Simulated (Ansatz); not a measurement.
# Surface energy of Ru(111) slab (three-index Miller notation) (20 atoms)

What is the surface energy of this cell, counted against the bulk crystal, and how far does it hang on functional and mesh?

Calculated with Ansatz 0.2.0: Kohn-Sham DFT, PBE, PAW (set soft_2), plane waves; cutoff 420 eV, fermi-dirac smearing of 0.1 eV. Cutoffs: 420 eV for PBE and PBEsol; 500 eV for r2SCAN.

**The cells**

The cell holds 20 atoms: 20 Ru. Cell: a = 4.703 Å, b = 5.068 Å, c = 27.293 Å, α = 90.0°, β = 90.0°, γ = 117.6°. It derives from Ru. The starting structure: Slab of Ru cut on (1 1 1), 12.3 Å thick, 1 x 1 surface cells, both faces free, 15 Å of vacuum; not relaxed. Lattice constants are starting values near those of PBE. Vacuum lies along c.

The bulk reference is Ru2 in a cell of 2 atoms, 13.661 Å³ an atom.

The input of the single point on the relaxed cell:

```yaml
crystal:
  lattice:
    - [4.70252, 0.0, 0.0]
    - [-2.35126, 4.49012, 0.0]
    - [0.0, 0.0, 27.29275]
  atoms:
    - { symbol: Ru, position: [0.65797, 0.64114, 0.27983] }
    - { symbol: Ru, position: [0.09206, 0.18158, 0.30032] }
    - { symbol: Ru, position: [0.20166, 0.72556, 0.32086] }
    - { symbol: Ru, position: [0.64189, 0.2762, 0.34406] }
    [... 14 atom lines left out ...]
    - { symbol: Ru, position: [0.56254, 0.46097, 0.69968] }
    - { symbol: Ru, position: [0.99664, 0.00141, 0.72017] }
kpoints:
  mp_grid: { grid: [9, 8, 1] }
hamiltonian:
  xc: pbe
scf:
  occupations: { method: fermi_dirac, width: 0.1 }
output:
  forces: true
  populations: true
  dos:
    method: { smearing: { sigma: 0.08 } }
    de: 0.1
    projected: { site_lists: { Ru: [Ru] } }
  eigenvalues: true
  write_density: true
  write_potential: true
  volumetric_format: npy
```

```
                                      cell  formula                    k-mesh  relaxation steps  gain on relaxing (eV)  free energy, PBE (eV)  time of its runs on this page
Ru(111) slab (three-index Miller notation)     Ru20  9×8×1 (relaxed on 6×5×1)                 5                   0.35            -117565.395                           62 s
                                   bulk Ru      Ru2                  23×23×13                 -                      -             -11757.403                           29 s
```

**Surface energy**

The excess is the cell's free energy less 10 times that of the bulk cell. It is divided by twice the area, as the cell holds two faces, so the value is their mean, and they need not be alike (21.11 Å²), with 1 eV/Å² = 16.022 J/m².

```
           level   k-mesh  excess (eV)  surface energy (J/m²)  per area (meV/Å²)
             PBE    9×8×1        8.638                  3.277              204.5
PBE, denser mesh  11×10×1        8.636                  3.277              204.5
          r2SCAN    9×8×1        9.354                  3.549              221.5
          PBEsol    9×8×1        9.984                  3.788              236.4
```

Worked for the first row at PBE: (-117565.395) − 10 × (-11757.403) = 8.638 eV (from unrounded energies).

Then 8.638 / (2 × 21.11) × 16.022 = 3.277 J/m².

**Neighbours**

Bonds by pair of elements; cutoffs follow the first minimum of g(r), held within bounds set by covalent radii, and pairs that aren't listed don't count as bonded:

| pair A-B | cutoff (Å) | bonds | mean length (Å) | spread (Å) | shortest (Å) | B about A | A about B |
| --- | --- | --- | --- | --- | --- | --- | --- |
| Ru-Ru | 3.12 | 107 | 2.67 | 0.046 | 2.52 | 10.7 | 10.7 |

How many atoms have how many bonded neighbours:

| element | mean | 6 | 8 | 10 | 11 | 12 |
| --- | --- | --- | --- | --- | --- | --- |
| Ru | 10.7 | 2 | 2 | 2 | 2 | 12 |

**Findings**

At PBE the surface energy is 3.28 J/m². At the same geometries the levels give 3.28 (PBE) to 3.79 J/m² (PBEsol) and the denser mesh leaves it within 0.01 J/m². Relaxing the atoms lowered it by 0.131 J/m² from the start (on the 6×5×1 mesh of the relaxation), and the farthest atom moved 0.14 Å. By these cutoffs 8 of 20 Ru atoms differ from the commonest count of 12.

Limits: The cell edges were held, so the lattice is the typed one for every functional. Cell and bulk are sampled on unlike meshes, and the error grows with the number of atoms subtracted. These are free energies under a smearing of 0.1 eV, whose entropy term isn't removed. In some runs the program notes that positions were snapped to a detected symmetry and the exchange-correlation potential is rough where the density is thin.

[Logs are printed without paths, hosts, clocks, repeated set-up lines and the standing remarks that a program may print on its own settings, such as how far it seeks lower states.]

[Hosts, paths, dates, database ids (printed as entryN), source tags and the programs' standing remarks are cut or masked in the printed files.]
